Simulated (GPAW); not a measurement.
# H/Rh(111): work function by functional and basis, part 2 of 2

How far do functional and basis move the work function of H/Rh(111)?

GPAW 26.7.0; GPAW, PAW setups; slab in vacuum, relaxation (the session's first sound run).

So far, upper work function (eV): step 2 (relaxation, PBE, GPAW) 5.14; step 5 (self-consistent run: xc = "RPBE") 5.02; step 6 (self-consistent run: xc = "vdW-DF2", GPAW, PAW setups, GPAW) 5.46; step 7 (self-consistent run: xc = "LDA") 5.41; step 8 (OptPBE vdW: xc = "optPBE-vdW", GPAW, PAW setups, GPAW) 5.34.

## 9. Real-space grid: mode = "fd"

A real-space grid is a second complete basis, so it checks the plane-wave result.

Contents of run.py:

```python
import json
import numpy as np
from ase import Atoms
from gpaw import GPAW

slab = Atoms(
    ['Rh', 'Rh', 'Rh', 'Rh', 'H'],
    positions=[
        [0.00000, 0.00000, 9.00000],
        [1.34350, 0.77567, 11.19393],
        [2.68701, 1.55134, 13.39897],
        [-0.00000, -0.00000, 15.66122],
        [1.34350, 0.77567, 16.65386]],
    cell=[[2.68701, 0.0, 0.0], [1.3435, 2.32702, 0.0], [0.0, 0.0, 25.34745]],
    pbc=[True, True, False])

slab.calc = GPAW(mode='fd', h=0.18, xc='PBE', kpts={'size': (13, 13, 1), 'gamma': True},
                 occupations={'name': 'fermi-dirac', 'width': 0.1}, nbands='160%',
                 convergence={'density': 1e-05}, maxiter=200,
                 poissonsolver={'dipolelayer': 'xy'},
                 symmetry={'tolerance': 1e-3}, txt='slab.txt')
result = {}
energy = slab.get_potential_energy()
fermi = slab.calc.get_fermi_level()
v = slab.calc.get_electrostatic_potential().mean((0, 1)) - fermi
n = slab.calc.get_pseudo_density().mean((0, 1))
L = slab.cell[2, 2]
z = np.arange(len(v)) * L / len(v)
low, high = slab.positions[:, 2].min(), slab.positions[:, 2].max()
below, above = np.interp([low - 6.8, high + 6.8], z, v)
slopes = [np.interp(x, z, np.gradient(v, z)) for x in (low - 6.8, high + 6.8)]
eps = np.array([[slab.calc.get_eigenvalues(k, s) for k in range(len(slab.calc.get_ibz_k_points()))]
                for s in range(slab.calc.get_number_of_spins())]) - fermi
top, bottom = eps[eps < 0].max(), eps[eps > 0].min()
dipole = slab.get_dipole_moment()[2]
print(f'energy {energy:.4f} eV, Fermi level {fermi:.4f} eV, dipole {dipole:.5f} e A')
print(f'potential 6.8 A off the faces, from the Fermi level: lower {below:.4f} eV, upper {above:.4f} eV')
print(f'slope of the potential there: lower {slopes[0]:.5f}, upper {slopes[1]:.5f} eV/A')
print(f'nearest levels on the mesh: {top:.4f} and {bottom:.4f} eV')
print('magnetic moment', round(slab.get_magnetic_moment(), 3))
result.update(energy=energy, fermi=fermi, dipole=dipole, below=below, above=above, slopes=slopes, edges=[top, bottom],
              z=z.tolist(), v=v.tolist(), n=n.tolist(), positions=slab.positions.tolist(),
              forces=slab.get_forces(apply_constraint=False).tolist(), moments=slab.get_magnetic_moments().tolist())
json.dump(result, open('result.json', 'w'))
```

On the command line:

```
> OMP_NUM_THREADS=1 OPENBLAS_NUM_THREADS=1 python run.py
```

Wall time 8.4 min (1 thread of Arm Neoverse V2, shared host); peak memory 0.67 GiB.

Numbers from this step:

| Quantity | Value |
| --- | --- |
| dipole along the normal | 1.22e-4 e·Å |
| levels nearest the Fermi level on the mesh | -0.002516, 0.04039 eV from the Fermi level |
| upper work function | 5.139 eV |
| lower work function | 5.148 eV |

The upper face's work function is 5.139 eV, against 5.138 eV in the first plane-wave PBE run at this geometry.

## 10. Atomic orbitals: mode = "lcao"

Atom-centred orbitals end a few angstrom from the surface, which tests how much the density's tail matters.

run.py: that of step 9 with these lines changed.

```diff
@@ -16,4 +16,4 @@
 
-slab.calc = GPAW(mode='fd', h=0.18, xc='PBE', kpts={'size': (13, 13, 1), 'gamma': True},
-                 occupations={'name': 'fermi-dirac', 'width': 0.1}, nbands='160%',
+slab.calc = GPAW(mode='lcao', basis='dzp', h=0.18, xc='PBE', kpts={'size': (13, 13, 1), 'gamma': True},
+                 occupations={'name': 'fermi-dirac', 'width': 0.1}, nbands='120%',
                  convergence={'density': 1e-05}, maxiter=200,
```

Elapsed: 20 min, on 1 thread; peak memory 0.32 GiB.

This step gave:

| Quantity | Value |
| --- | --- |
| dipole along the normal | -3.72e-5 e·Å |
| levels nearest the Fermi level on the mesh | -0.01939, 0.01395 eV from the Fermi level |
| upper work function | 5.167 eV |
| lower work function | 5.172 eV |

The upper face's work function is 5.167 eV, against 5.138 eV in the first plane-wave PBE run at this geometry.

## 11. Cost and result by level

Times are for 1 thread of Arm Neoverse V2, shared host. Results by setting:

| no. | run | upper work function (eV) | lower work function (eV) | time | memory (GiB) |
| --- | --- | --- | --- | --- | --- |
| 1 | pw | 5.138 | 5.147 | 3.5 min | 0.25 |
| 2 | revPBE | 5.032 | 4.997 | 2.5 min | 0.25 |
| 3 | RPBE | 5.024 | 4.973 | 2.7 min | 0.25 |
| 4 | vdW DF2 | 5.459 | 5.434 | 5.2 min | 0.39 |
| 5 | LDA | 5.410 | 5.532 | 2.7 min | 0.25 |
| 6 | optPBE vdW | 5.340 | 5.307 | 3 min | 0.39 |
| 7 | fd | 5.139 | 5.148 | 8.4 min | 0.67 |
| 8 | lcao | 5.167 | 5.172 | 20 min | 0.32 |

## 12. Side by side

Results and costs are gathered.

This step: comparison of work functions, dipole and cost (GPAW 26.7.0).

Ladder, by row:

| step | code | work function, upper (eV) | work function, lower (eV) | dipole (e Å) | wall time (s) | peak memory (GiB) | threads |
| --- | --- | --- | --- | --- | --- | --- | --- |
| pw | GPAW | 5.138 | 5.147 | 3.10e-5 | 210.4 | 0.25 | 1 |
| revPBE | GPAW | 5.032 | 4.997 | -0.001518 | 152.5 | 0.25 | 1 |
| RPBE | GPAW | 5.024 | 4.973 | -0.002066 | 162.1 | 0.25 | 1 |
| vdW-DF2 | GPAW | 5.459 | 5.434 | -0.001162 | 313.9 | 0.39 | 1 |
| LDA | GPAW | 5.41 | 5.532 | 0.003932 | 160 | 0.25 | 1 |
| optPBE-vdW | GPAW | 5.34 | 5.307 | -0.001437 | 182.8 | 0.39 | 1 |
| fd | GPAW | 5.139 | 5.148 | 1.22e-4 | 501.2 | 0.67 | 1 |
| lcao | GPAW | 5.167 | 5.172 | -3.72e-5 | 1218 | 0.32 | 1 |

## 13. A changed run

One more run, with changed settings.

This step: GPAW, PAW setups; slab in vacuum (GPAW 26.7.0).

run.py: that of step 10 with these lines changed.

```diff
@@ -3,3 +3,3 @@
 from ase import Atoms
-from gpaw import GPAW
+from gpaw import GPAW, PW
 
@@ -16,5 +16,5 @@
 
-slab.calc = GPAW(mode='lcao', basis='dzp', h=0.18, xc='PBE', kpts={'size': (13, 13, 1), 'gamma': True},
-                 occupations={'name': 'fermi-dirac', 'width': 0.1}, nbands='120%',
-                 convergence={'density': 1e-05}, maxiter=200,
+slab.calc = GPAW(mode=PW(500), xc='PBE', kpts={'size': (13, 13, 1), 'gamma': True},
+                 occupations={'name': 'fermi-dirac', 'width': 0.1}, nbands='160%',
+                 convergence={'density': 1e-05}, maxiter=6,
                  poissonsolver={'dipolelayer': 'xy'},
```

It took 39 s on 1 thread; peak memory 0.25 GiB.

The run stopped without converging, so none of its numbers is a property of the system.

The fault put into the input: too few SCF iterations (maxiter = 6).

## 14. Summary of results

* work function, upper and lower face: 5.138 and 5.147 eV
* dipole along the normal: 3.1e-5 e Å, near the numerical noise

In words: With plane waves and PBE the work function is 5.14 eV on the upper face and 5.15 eV on the lower. Over the sound runs of the table the upper face's work function spans 5.024 (RPBE) to 5.459 eV (vdW-DF2). The cell of 6.25 Å² holds one H, started on one chosen site; other sites and coverages weren't tried. The in-plane lattice was kept as typed, which isn't the functional's own and leaves some strain; spin-orbit coupling and temperature are left out.

[Logs are printed without paths, hosts, clocks, repeated set-up lines and the standing remarks that a program may print on its own settings, such as how far it seeks lower states.]

[Hosts, paths, dates, database ids (printed as entryN), source tags and the programs' standing remarks are cut or masked in the printed files.]
